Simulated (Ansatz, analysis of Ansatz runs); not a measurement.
# A hop of S in LaS2 (P2_1/c), charge 0, part 2 of 3

Aim: the barrier of one jump in LaS2 (P2_1/c) at charge 0: S_i by the interstitialcy path. The model is a cell of 36 host atoms with 1 S put in; S is the atom that moves.

Ansatz 0.2.0; plane-wave PAW DFT, r2SCAN; nudged elastic band between two relaxed defect structures.

So far. Step 2 (Relaxation of the start point, charge 0): Among the atoms that came to bonding distance: S33–S37 2.06 Å (from 2.34).

## (3) Relaxation of the end point, charge 0

Level of this step: plane-wave PAW DFT, r2SCAN; relaxation of all atoms of a defect supercell (Ansatz).

The end point is relaxed in the same cell and settings, so that the two energies compare.

File q0.end/input.yaml:

```yaml
crystal:
  lattice:
    - [8.21549913, 0.0, -0.00141922]
    - [0.0, 12.44759763, 0.0]
    - [-0.01047, 0.0, 8.22626608]
  atoms:
    - { symbol: La, position: [0.72317534, 0.09724932, 0.36952092] }
    - { symbol: La, position: [0.27682466, 0.26391599, 0.13047908] }
[... 11 atom lines left out ...]
    - { symbol: La, position: [0.27682466, 0.59724932, 0.13047908] }
    - { symbol: La, position: [0.27682466, 0.56941735, 0.63047908] }
[... 6 atom lines left out ...]
    - { symbol: S, position: [0.63472317, 0.5882469, 0.1260454] }
[... 2 atom lines left out ...]
    - { symbol: La, position: [0.72317534, 0.76391599, 0.36952092] }
    - { symbol: La, position: [0.27682466, 0.93058265, 0.13047908] }
    - { symbol: La, position: [0.27682466, 0.90275068, 0.63047908] }
    - { symbol: La, position: [0.72317534, 0.73608401, 0.86952092] }
    - { symbol: S, position: [0.00265181, 0.78334815, 0.1045882] }
[... 3 atom lines left out ...]
    - { symbol: S, position: [0.36527683, 0.75491357, 0.3739546] }
    - { symbol: S, position: [0.63472317, 0.92158023, 0.1260454] }
[... 1 atom line left out ...]
    - { symbol: S, position: [0.096, 0.7166, 0.8608] }
    - { symbol: S, position: [0.365294, 0.745438, -0.125874] }
basis:
  ecutwfc: 500
  xc_grid: 2
hamiltonian:
  xc: r2scan
kpoints:
  mp_grid: { grid: [1, 1, 1], shift: [0.25, 0.25, 0.25] }
scf:
  occupations: { method: fixed }
  max_iter: 60
output:
  forces: true
relax:
  f_tol: 0.02
  max_steps: 70
  random_displacement: { amplitude: 0.03, seed: 8376 }
```

On the command line:

```
$ ansatz run input.yaml --threads 4 --pin off --max-ram 7536MiB --backend cpu --events-out ev --progress --plain --runs-dir out
```

Numbers of over 12 decimals in the logs are rounded to 6 here.

Log:

```text
[...]
Crystal: 37 atoms, lattice volume = 841.244 Å³
Basis set: ecut = 500 eV, 21351 PW (Γ), exchange–correlation on 120×192×120 points (8 copies of the dense FFT grid, shifted against one another)
Bands: 178, of which v1, the nominal top of the filled ones, is band 141 counted from 1 (140 counted from 0)
Symmetry: 1 space group operations
k-points: 1
[...]
SCF iter   1: F=—  HF=-97890.623852 eV  |F-HF|=—  |Δ(HF+E_count)|=         —  Δρ=1.05e-2  dr2=1.32e0  dr2_τ=2.56e-1  ethr=1.77e-3  ⟨swp⟩=5.0  Hψ=674  notcnv=0  defer=35
[...]
SCF iter   8: F=-97891.162089 eV  HF=-97891.162090 eV  |F-HF|=1.13e-6  |Δ(HF+E_count)|=   8.19e-7  Δρ=1.01e-5  dr2=1.80e-6  dr2_τ=6.93e-8  ethr=3.55e-9  ⟨swp⟩=5.0  Hψ=596  notcnv=0
SCF 1 converged in 8 iterations: F = -97891.162089 eV  dr2 = 1.80e-6
[...]
- { symbol: S, position: [0.986751, 0.216420, 0.895272] }
    - { symbol: S, position: [-0.001456, 0.052283, 0.616430] }
    - { symbol: S, position: [0.361881, 0.091865, 0.384245] }
    - { symbol: S, position: [0.627653, 0.252299, 0.124771] }
    - { symbol: S, position: [0.626656, 0.245051, 0.627112] }
    - { symbol: S, position: [0.357864, 0.083843, 0.880397] }
    - { symbol: La, position: [0.716910, 0.427401, 0.363949] }
    - { symbol: La, position: [0.270540, 0.600304, 0.118132] }
    - { symbol: La, position: [0.261903, 0.553305, 0.599325] }
    - { symbol: La, position: [0.709878, 0.400770, 0.868773] }
[...]
- { symbol: La, position: [0.707417, 0.760618, 0.365300] }
    - { symbol: La, position: [0.256785, 0.943758, 0.151225] }
    - { symbol: La, position: [0.278260, 0.904785, 0.639362] }
    - { symbol: La, position: [0.751676, 0.726293, 0.856202] }
[...]
- { symbol: S, position: [0.632143, 0.931848, 0.144696] }
    - { symbol: S, position: [0.633760, 0.910562, 0.623655] }
    - { symbol: S, position: [0.278854, 0.714027, 0.823525] }
    - { symbol: S, position: [0.440671, 0.805439, -0.044376] }
[key lines of the parts left out:]
SCF converged after 2 iterations
Free energy (F): -97897.319992 eV
Fermi energy:    8.855060 eV
```

Run time: 2.5 min. Hardware: 4 threads of Arm Neoverse V1, shared host; peak memory 1.5 GiB.

The steps of the relaxation:

```csv
step,energy less that of the first step (eV),largest force component (eV/Å)
1,0.0000,4.1105
2,-2.4289,3.3998
3,-3.6705,2.3428
4,-4.2823,1.5959
5,-4.7212,0.5785
6,-4.9605,0.4665
7,-5.0348,0.5488
8,-5.2166,0.5823
9,-5.3002,0.6067
10,-5.5229,0.6838
11,-5.7574,0.7899
12,-5.9984,0.5389
13,-6.1430,0.2384
14,-6.1517,0.1334
15,-6.1552,0.0625
16,-6.1579,0.0136
17,-6.1579,0.0136
```

The atoms that moved most (Å, from the sites as typed, ahead of the random displacement, the mean shift of all atoms taken out):

| atom | dx | dy | dz | length |
| --- | --- | --- | --- | --- |
| S36 | 1.499 | -0.037 | -0.303 | 1.530 |
| S37 | 0.615 | 0.742 | 0.674 | 1.176 |
| La15 | -0.125 | -0.206 | -0.252 | 0.349 |
| La26 | -0.168 | 0.159 | 0.175 | 0.290 |
| La28 | 0.231 | -0.127 | -0.106 | 0.284 |
| S32 | -0.108 | -0.126 | -0.184 | 0.248 |
| S18 | -0.127 | -0.117 | -0.175 | 0.246 |
| S34 | -0.025 | 0.122 | 0.158 | 0.201 |

Neighbours of S37 at the end:

```csv
atom,distance (Å)
S36,2.059
S34,2.713
La26,2.801
La28,2.859
La27,3.173
La14,3.204
S22,3.407
S35,3.420
```

Among the bonds that opened: S36–S19 2.24 to 3.27 Å; S29–S36 2.30 to 3.38 Å; S31–S36 2.25 to 3.28 Å.

Numbers from this step:

* free energy: -97897.3200 eV
* largest move from the ideal geometry of this structure, a common shift of the far atoms taken out: 1.595 Å

The relaxation gained 6.158 eV and ended with a largest force component of 0.014 eV/Å. The end lies 0.003 eV above the start.

## (4) Nudged elastic band, charge 0

3 movable images are laid between the ends on a pair-potential path, which keeps atoms from colliding in the first guess. Each image feels the true force across the path and a spring force along it. The highest image is set to climb to the top of the path.

This step: plane-wave PAW DFT, r2SCAN; nudged elastic band between two relaxed defect structures.

File q0.neb/input.yaml:

```yaml
crystal:
  lattice:
    - [8.21549913, 0.0, -0.00141922]
    - [0.0, 12.44759763, 0.0]
    - [-0.01047, 0.0, 8.22626608]
  atoms:
    - { symbol: La, position: [0.72004253, 0.09969911, 0.36266266] }
    - { symbol: La, position: [0.27863843, 0.26502174, 0.12649944] }
    - { symbol: La, position: [0.28284766, 0.23699233, 0.61605371] }
    - { symbol: La, position: [0.72839944, 0.07304857, 0.85775956] }
    - { symbol: S, position: [0.00356415, 0.12038608, 0.09468102] }
    - { symbol: S, position: [0.99751673, 0.28431077, 0.38890356] }
    - { symbol: S, position: [1.00143245, 0.22062523, 0.88567157] }
    - { symbol: S, position: [0.00674978, 0.05387964, 0.59833099] }
    - { symbol: S, position: [0.36517883, 0.08952544, 0.36151363] }
    - { symbol: S, position: [0.63685445, 0.25478528, 0.12105608] }
    - { symbol: S, position: [0.63873599, 0.24827271, 0.61813263] }
    - { symbol: S, position: [0.37402651, 0.08370863, 0.85027372] }
    - { symbol: La, position: [0.72363924, 0.43139375, 0.36854504] }
    - { symbol: La, position: [0.28856023, 0.59551839, 0.13224562] }
    - { symbol: La, position: [0.26877191, 0.55606253, 0.64499276] }
    - { symbol: La, position: [0.73042374, 0.40233648, 0.87161983] }
    - { symbol: S, position: [0.00921521, 0.44793827, 0.10861034] }
    - { symbol: S, position: [1.00457852, 0.6089809, 0.39196148] }
    - { symbol: S, position: [1.00491941, 0.54888235, 0.90175474] }
    - { symbol: S, position: [0.00310893, 0.37886089, 0.60284683] }
    - { symbol: S, position: [0.36840079, 0.4163581, 0.37425772] }
    - { symbol: S, position: [0.64431632, 0.58993133, 0.11685459] }
    - { symbol: S, position: [0.64264076, 0.56762397, 0.63898641] }
    - { symbol: S, position: [0.37219749, 0.40773089, 0.87842906] }
    - { symbol: La, position: [0.76284739, 0.77436373, 0.34923696] }
    - { symbol: La, position: [0.27306128, 0.94663512, 0.09299425] }
    - { symbol: La, position: [0.28208934, 0.89971967, 0.61175746] }
    - { symbol: La, position: [0.71889157, 0.73946389, 0.8585172] }
    - { symbol: S, position: [0.00138684, 0.79176598, 0.07486429] }
    - { symbol: S, position: [0.99983892, 0.9609567, 0.38396824] }
    - { symbol: S, position: [0.9937552, 0.89217773, 0.8681676] }
    - { symbol: S, position: [0.00801471, 0.71477203, 0.59676002] }
    - { symbol: S, position: [0.45226441, 0.69429462, 0.44878434] }
    - { symbol: S, position: [0.6344385, 0.92541951, 0.11298343] }
    - { symbol: S, position: [0.63917452, 0.9152331, 0.60788684] }
    - { symbol: S, position: [0.36479223, 0.74766621, 0.87040819] }
    - { symbol: S, position: [0.29071526, 0.78601325, 0.31681785] }
basis:
  ecutwfc: 500
  xc_grid: 2
hamiltonian:
  xc: r2scan
kpoints:
  mp_grid: { grid: [1, 1, 1], shift: [0.25, 0.25, 0.25] }
scf:
  occupations: { method: fixed }
  max_iter: 60
output:
  forces: true
neb:
  images: 3
  f_tol: 0.05
  climbing: true
  initial_path: idpp
  max_iterations: 45
  order_check: false
  final_atoms:
    - { symbol: La, position: [0.73000687, 0.10016192, 0.37159647] }
    - { symbol: La, position: [0.28144218, 0.26551259, 0.11706033] }
[... 11 atom lines left out ...]
    - { symbol: La, position: [0.2809699, 0.60253659, 0.11260209] }
    - { symbol: La, position: [0.27233262, 0.5555376, 0.59379446] }
[... 6 atom lines left out ...]
    - { symbol: S, position: [0.63842608, 0.5870707, 0.10874102] }
[... 2 atom lines left out ...]
    - { symbol: La, position: [0.71784726, 0.76285093, 0.35976964] }
    - { symbol: La, position: [0.26721461, 0.94599038, 0.14569483] }
    - { symbol: La, position: [0.28869006, 0.90701765, 0.63383136] }
    - { symbol: La, position: [0.76210649, 0.72852512, 0.85067133] }
    - { symbol: S, position: [0.00727907, 0.7864519, 0.09743877] }
[... 3 atom lines left out ...]
    - { symbol: S, position: [0.36371639, 0.75473685, 0.37182662] }
    - { symbol: S, position: [0.64257283, 0.93408001, 0.13916624] }
[... 1 atom line left out ...]
    - { symbol: S, position: [0.28928364, 0.71625932, 0.81799494] }
    - { symbol: S, position: [0.45110137, 0.80767124, -0.04990637] }
```

Log:

```text
[...]
Warning: neb: disabling space-group detection — the band's intermediate images generally break the endpoint symmetry, so the full k-mesh is solved, and no spatial operation symmetrises the density, except that a semilocal band can use its path's symmetry [...]
[...]
parallel-image band execution: 3 concurrent image workers
NEB image 0
Crystal: 37 atoms, lattice volume = 841.244 Å³
Basis set: ecut = 500 eV, 21351 PW (Γ), exchange–correlation on 120×192×120 points (8 copies of the dense FFT grid, shifted against one another)
Bands: 178, of which v1, the nominal top of the filled ones, is band 141 counted from 1 (140 counted from 0)
Symmetry: 1 space group operations
k-points: 1
[...]
SCF iter   1: F=-97896.922978 eV  HF=-97896.707985 eV  |F-HF|=2.15e-1  |Δ(HF+E_count)|=         —  Δρ=8.49e-3  dr2=8.30e-1  dr2_τ=2.45e-1  ethr=1.77e-3  ⟨swp⟩=5.0  Hψ=679  notcnv=0  defer=33
[...]
SCF iter   9: F=-97897.323461 eV  HF=-97897.323461 eV  |F-HF|=6.98e-10  |Δ(HF+E_count)|=   7.04e-9  Δρ=7.72e-7  dr2=7.32e-9  dr2_τ=2.42e-10  ethr=3.55e-11  ⟨swp⟩=4.0  Hψ=532  notcnv=0
SCF 1 converged in 9 iterations: F = -97897.323461 eV  dr2 = 7.32e-9
[...]
NSCF: frozen V_eff on 1 k-points
NEB image 4
SCF iter   1: F=-97896.922037 eV  HF=-97896.703775 eV  |F-HF|=2.18e-1  |Δ(HF+E_count)|=         —  Δρ=8.48e-3  dr2=8.26e-1  dr2_τ=2.45e-1  ethr=1.77e-3  ⟨swp⟩=5.0  Hψ=683  notcnv=0  defer=33
[...]
SCF iter   9: F=-97897.319956 eV  HF=-97897.319956 eV  |F-HF|=6.55e-10  |Δ(HF+E_count)|=   6.40e-9  Δρ=7.56e-7  dr2=7.01e-9  dr2_τ=2.29e-10  ethr=3.55e-11  ⟨swp⟩=4.0  Hψ=532  notcnv=0
SCF 2 converged in 9 iterations: F = -97897.319956 eV  dr2 = 7.01e-9
[...]
NEB end point (image 0): max|allowed force component| = 1.405e-2 eV/Å (the criterion of neb.relax_end_points is 1.000e-2)
NEB end point (image 4): max|allowed force component| = 1.351e-2 eV/Å (the criterion of neb.relax_end_points is 1.000e-2)
NEB image 1
SCF iter   1: F=-97895.481721 eV  HF=-97895.290218 eV  |F-HF|=1.92e-1  |Δ(HF+E_count)|=         —  Δρ=8.62e-3  dr2=8.77e-1  dr2_τ=2.45e-1  ethr=1.77e-3  ⟨swp⟩=6.0  Hψ=682  notcnv=0  defer=35
[...]
SCF iter   9: F=-97895.915631 eV  HF=-97895.915631 eV  |F-HF|=1.82e-9  |Δ(HF+E_count)|=   6.53e-9  Δρ=8.58e-7  dr2=1.03e-8  dr2_τ=3.50e-10  ethr=3.55e-11  ⟨swp⟩=4.0  Hψ=599  notcnv=0
SCF 3 converged in 9 iterations: F = -97895.915631 eV  dr2 = 1.03e-8
NEB image 2
SCF iter   1: F=-97893.977975 eV  HF=-97893.900533 eV  |F-HF|=7.74e-2  |Δ(HF+E_count)|=         —  Δρ=9.06e-3  dr2=1.04e0  dr2_τ=2.41e-1  ethr=1.77e-3  ⟨swp⟩=5.0  Hψ=680  notcnv=0  defer=35
[...]
SCF iter   9: F=-97894.500729 eV  HF=-97894.500729 eV  |F-HF|=5.84e-9  |Δ(HF+E_count)|=   6.53e-9  Δρ=8.90e-7  dr2=1.34e-8  dr2_τ=6.44e-10  ethr=3.55e-11  ⟨swp⟩=4.0  Hψ=532  notcnv=0
SCF 4 converged in 9 iterations: F = -97894.500729 eV  dr2 = 1.34e-8
NEB image 3
SCF iter   1: F=-97895.014188 eV  HF=-97894.841099 eV  |F-HF|=1.73e-1  |Δ(HF+E_count)|=         —  Δρ=8.67e-3  dr2=9.00e-1  dr2_τ=2.35e-1  ethr=1.77e-3  ⟨swp⟩=6.0  Hψ=682  notcnv=0  defer=34
[...]
SCF iter   9: F=-97895.462452 eV  HF=-97895.462452 eV  |F-HF|=8.79e-9  |Δ(HF+E_count)|=   2.90e-8  Δρ=1.03e-6  dr2=1.85e-8  dr2_τ=8.35e-10  ethr=3.55e-11  ⟨swp⟩=4.0  Hψ=595  notcnv=0
SCF 5 converged in 9 iterations: F = -97895.462452 eV  dr2 = 1.85e-8
NEB iter   1: max|band force component| = 5.043e0 eV/Å  barrier→ = 2.8227 eV  barrier← = 2.8192 eV  Δτ_max = 0.2000 Å  (45 SCF iters)
NEB image 1
[...]
SCF iter   8: F=-97896.267181 eV  HF=-97896.267181 eV  |F-HF|=2.23e-9  |Δ(HF+E_count)|=   1.24e-7  Δρ=1.58e-6  dr2=3.34e-8  dr2_τ=1.96e-9  ethr=3.55e-11  ⟨swp⟩=5.0  Hψ=637  notcnv=0
SCF 6 converged in 8 iterations: F = -97896.267181 eV  dr2 = 3.34e-8
NEB image 2
[...]
SCF iter   8: F=-97895.403384 eV  HF=-97895.403384 eV  |F-HF|=7.57e-9  |Δ(HF+E_count)|=   1.13e-7  Δρ=1.77e-6  dr2=4.42e-8  dr2_τ=2.62e-9  ethr=3.55e-11  ⟨swp⟩=5.0  Hψ=671  notcnv=0
SCF 7 converged in 8 iterations: F = -97895.403384 eV  dr2 = 4.42e-8
NEB image 3
[...]
SCF iter   8: F=-97896.111964 eV  HF=-97896.111964 eV  |F-HF|=1.90e-8  |Δ(HF+E_count)|=   9.35e-8  Δρ=1.85e-6  dr2=5.34e-8  dr2_τ=3.64e-9  ethr=3.55e-11  ⟨swp⟩=5.0  Hψ=671  notcnv=0
SCF 8 converged in 8 iterations: F = -97896.111964 eV  dr2 = 5.34e-8
NEB iter   2: max|band force component| = 1.527e0 eV/Å  barrier→ = 1.9201 eV  barrier← = 1.9166 eV  Δτ_max = 0.1860 Å  (24 SCF iters)
NEB image 1
[...]
SCF iter   8: F=-97896.516426 eV  HF=-97896.516426 eV  |F-HF|=4.07e-10  |Δ(HF+E_count)|=   2.07e-8  Δρ=9.07e-7  dr2=1.02e-8  dr2_τ=6.90e-10  ethr=3.55e-11  ⟨swp⟩=4.0  Hψ=605  notcnv=0
SCF 9 converged in 8 iterations: F = -97896.516426 eV  dr2 = 1.02e-8
NEB image 2
[...]
SCF iter   8: F=-97896.029797 eV  HF=-97896.029797 eV  |F-HF|=7.16e-9  |Δ(HF+E_count)|=   3.12e-8  Δρ=1.28e-6  dr2=2.58e-8  dr2_τ=1.40e-9  ethr=3.55e-11  ⟨swp⟩=5.0  Hψ=607  notcnv=0
SCF 10 converged in 8 iterations: F = -97896.029797 eV  dr2 = 2.58e-8
NEB image 3
[...]
SCF iter   8: F=-97896.564573 eV  HF=-97896.564573 eV  |F-HF|=3.19e-9  |Δ(HF+E_count)|=   2.80e-8  Δρ=1.14e-6  dr2=1.78e-8  dr2_τ=1.28e-9  ethr=3.55e-11  ⟨swp⟩=5.0  Hψ=606  notcnv=0
SCF 11 converged in 8 iterations: F = -97896.564573 eV  dr2 = 1.78e-8
NEB iter   3: max|band force component| = 6.947e-1 eV/Å  barrier→ = 1.2937 eV  barrier← = 1.2902 eV  Δτ_max = 0.1293 Å  (24 SCF iters)
[...]
NEB iter   4: max|band force component| = 3.310e-1 eV/Å  barrier→ = 1.0949 eV  barrier← = 1.0914 eV  CI = image 2  Δτ_max = 0.1964 Å  (23 SCF iters)
[...]
NEB iter   5: max|band force component| = 5.269e-1 eV/Å  barrier→ = 1.1486 eV  barrier← = 1.1451 eV  CI = image 2  Δτ_max = 0.0996 Å  (23 SCF iters)
[...]
NEB iter   6: max|band force component| = 2.642e-1 eV/Å  barrier→ = 1.1290 eV  barrier← = 1.1255 eV  CI = image 2  Δτ_max = 0.0418 Å  (21 SCF iters)
[...]
NEB iter   7: max|band force component| = 1.684e-1 eV/Å  barrier→ = 1.1100 eV  barrier← = 1.1065 eV  CI = image 2  Δτ_max = 0.0255 Å  (20 SCF iters)
[...]
NEB iter   8: max|band force component| = 6.597e-2 eV/Å  barrier→ = 1.1054 eV  barrier← = 1.1019 eV  CI = image 2  Δτ_max = 0.0158 Å  (18 SCF iters)
[...]
NEB iter   9: max|band force component| = 2.557e-2 eV/Å  barrier→ = 1.1046 eV  barrier← = 1.1011 eV  CI = image 2  Δτ_max = 0.0132 Å  (18 SCF iters)
NEB image 2
[...]
SCF iter   6: F=-97896.218823 eV  HF=-97896.218823 eV  |F-HF|=9.31e-10  |Δ(HF+E_count)|=   6.27e-8  Δρ=1.45e-6  dr2=2.04e-8  dr2_τ=1.03e-9  ethr=3.55e-11  ⟨swp⟩=4.0  Hψ=605  notcnv=0
SCF 30 converged in 6 iterations: F = -97896.218823 eV  dr2 = 2.04e-8
NEB image 1
[...]
NEB image 3
[...]
NEB image 2
[...]
the band table was solved once a step of the walk had ended and its energy, with any forces and stress, was formed, with the checks that follow a solve (1088 applications of the Hamiltonian). They found nothing against the state; [...]
NEB iter  10: max|band force component| = 3.221e-2 eV/Å  barrier→ = 1.1046 eV  barrier← = 1.1011 eV  CI = image 2  Δτ_max = 0.0000 Å  (6 SCF iters)
NEB image 2
[...]
SCF iter   2: F=-97896.218823 eV  HF=-97896.218823 eV  |F-HF|=3.68e-9  |Δ(HF+E_count)|=   4.89e-9  Δρ=8.64e-7  dr2=5.00e-9  dr2_τ=1.77e-10  ethr=7.23e-12  ⟨swp⟩=3.0  Hψ=464  notcnv=0
SCF 31 converged in 2 iterations: F = -97896.218823 eV  dr2 = 5.00e-9
[...]
SCF converged after 2 iterations
Free energy (F): -97896.218823 eV
[...]
Internal energy: -97896.218823 eV  (E = F + TS)
E sigma→0 (E₀):  -97896.218823 eV
Fermi energy:    8.842699 eV
[...]
--- Forces (eV/Å), atoms counted from 1 ---
  atom   1  La    -0.00431366    -0.01268430    -0.00893823
  atom   2  La    -0.00655283     0.00021219     0.00031622
  [... 11 atoms left out ...]
  atom  14  La    -0.00809896    -0.01661693    -0.00045231
  [... 7 atoms left out ...]
  atom  22  S     -0.00824997    -0.00271963     0.00273636
  [... 3 atoms left out ...]
  atom  26  La     0.00298067    -0.00010973    -0.01279493
  atom  27  La     0.00045106    -0.00716976     0.00373581
  atom  28  La    -0.03022874    -0.00426440    -0.01232095
  atom  29  S      0.01862810     0.03329503     0.01882001
  [... 3 atoms left out ...]
  atom  33  S     -0.01350203    -0.00081563     0.00356830
  atom  34  S      0.00396230     0.01171614    -0.00565651
  [... 1 atom left out ...]
  atom  36  S      0.01949006     0.00224716    -0.00445820
  atom  37  S      0.01879494     0.00534556     0.01754921
  max |Σ_I F_I| component: 2.25e-3 eV/Å
--- Band table (eV) ---
[...]
this run last wrote the band of iteration 10 to <dir>; this run last wrote the band within `neb.f_tol` of iteration 9 to <dir>
--- NEB band (5 images, 10 band iterations, 222 SCF iterations) ---
  forward barrier  = 1.104639 eV
  backward barrier = 1.101133 eV
  climbing image's point = of an order that was not read
  energies are F+E_penalty+E_count in eV, relative to image 0
  image     s (Å)  Δ vs image 0  max|band force component| (eV/Å)
      0    0.0000      0.000000                                 —
      1    1.4026      0.740201                          2.986e-2
  *   2    2.7965      1.104639                          3.221e-2
      3    3.7513      0.509231                          2.523e-2
      4    4.7035      0.003505                                 —
  climbing-image geometry (image 2):
  cell:  # Å, volume = 841.2443 Å³
    - [8.21549913, 0.0, -0.00141922]
    - [0.0, 12.44759763, 0.0]
    - [-0.01047, 0.0, 8.22626608]
  atoms:
    - { symbol: La, position: [0.727632, 0.102770, 0.369266] }
    - { symbol: La, position: [0.280954, 0.264083, 0.121496] }
    - { symbol: La, position: [0.277033, 0.239217, 0.624399] }
    - { symbol: La, position: [0.722925, 0.073226, 0.867635] }
    - { symbol: S, position: [1.3310975987933138e-5, 0.127098, 0.096539] }
    - { symbol: S, position: [1.000822, 0.284244, 0.385867] }
    - { symbol: S, position: [0.998076, 0.220906, 0.883000] }
    - { symbol: S, position: [0.005552, 0.055986, 0.607175] }
    - { symbol: S, position: [0.366847, 0.093738, 0.376519] }
    - { symbol: S, position: [0.634571, 0.255330, 0.119682] }
    - { symbol: S, position: [0.633669, 0.247879, 0.621716] }
    - { symbol: S, position: [0.364458, 0.082541, 0.869236] }
    - { symbol: La, position: [0.725884, 0.429399, 0.362552] }
    - { symbol: La, position: [0.281056, 0.575217, 0.113864] }
    - { symbol: La, position: [0.276976, 0.564099, 0.616408] }
    - { symbol: La, position: [0.724437, 0.402103, 0.863325] }
    - { symbol: S, position: [9.583908298954886e-5, 0.441832, 0.097232] }
    - { symbol: S, position: [0.997193, 0.616282, 0.384343] }
    - { symbol: S, position: [1.000437, 0.545332, 0.889864] }
    - { symbol: S, position: [0.004109, 0.383303, 0.596874] }
    - { symbol: S, position: [0.367107, 0.416725, 0.367627] }
    - { symbol: S, position: [0.644457, 0.570836, 0.109141] }
    - { symbol: S, position: [0.639314, 0.575603, 0.617336] }
    - { symbol: S, position: [0.366027, 0.409334, 0.863443] }
    - { symbol: La, position: [0.731004, 0.769918, 0.358348] }
    - { symbol: La, position: [0.252144, 0.953276, 0.134472] }
    - { symbol: La, position: [0.282486, 0.911131, 0.627904] }
    - { symbol: La, position: [0.730084, 0.731541, 0.860878] }
    - { symbol: S, position: [0.002058, 0.781458, 0.093985] }
    - { symbol: S, position: [1.001684, 0.954740, 0.399203] }
    - { symbol: S, position: [0.998296, 0.885595, 0.889107] }
    - { symbol: S, position: [0.004618, 0.714834, 0.594425] }
    - { symbol: S, position: [0.379770, 0.752209, 0.386986] }
    - { symbol: S, position: [0.650586, 0.946481, 0.135093] }
    - { symbol: S, position: [0.640153, 0.913757, 0.622265] }
    - { symbol: S, position: [0.375333, 0.735183, 0.831978] }
    - { symbol: S, position: [0.418225, 0.765643, 0.112738] }
```

Wall time 8.6 min (4 threads); peak memory 3.9 GiB.

Images along the path:

| image | path (Å) | energy (eV) | S37: x, y, z (Å) |
| --- | --- | --- | --- |
| 0 | 0.000 | 0.0000 | 2.385, 9.784, 2.606 |
| 1 | 1.403 | 0.7402 | 3.348, 9.692, 1.877 |
| 2 | 2.796 | 1.1046 | 3.435, 9.530, 0.927 |
| 3 | 3.751 | 0.5092 | 3.689, 9.851, 0.191 |
| 4 | 4.704 | 0.0035 | 3.707, 10.054, -0.411 |

Numbers from this step:

* free energy: -97896.2188 eV
* barrier forward: 1.105 eV
* barrier backward: 1.101 eV
* end less start: 0.003505 eV
* hop length: 3.305 Å

(Continued in part 3 of 3.)

[Logs are printed without paths, hosts, clocks, repeated set-up lines and the standing remarks that a program may print on its own settings, such as how far it seeks lower states.]

[Hosts, paths, dates, database ids (printed as entryN), source tags and the programs' standing remarks are cut or masked in the printed files.]
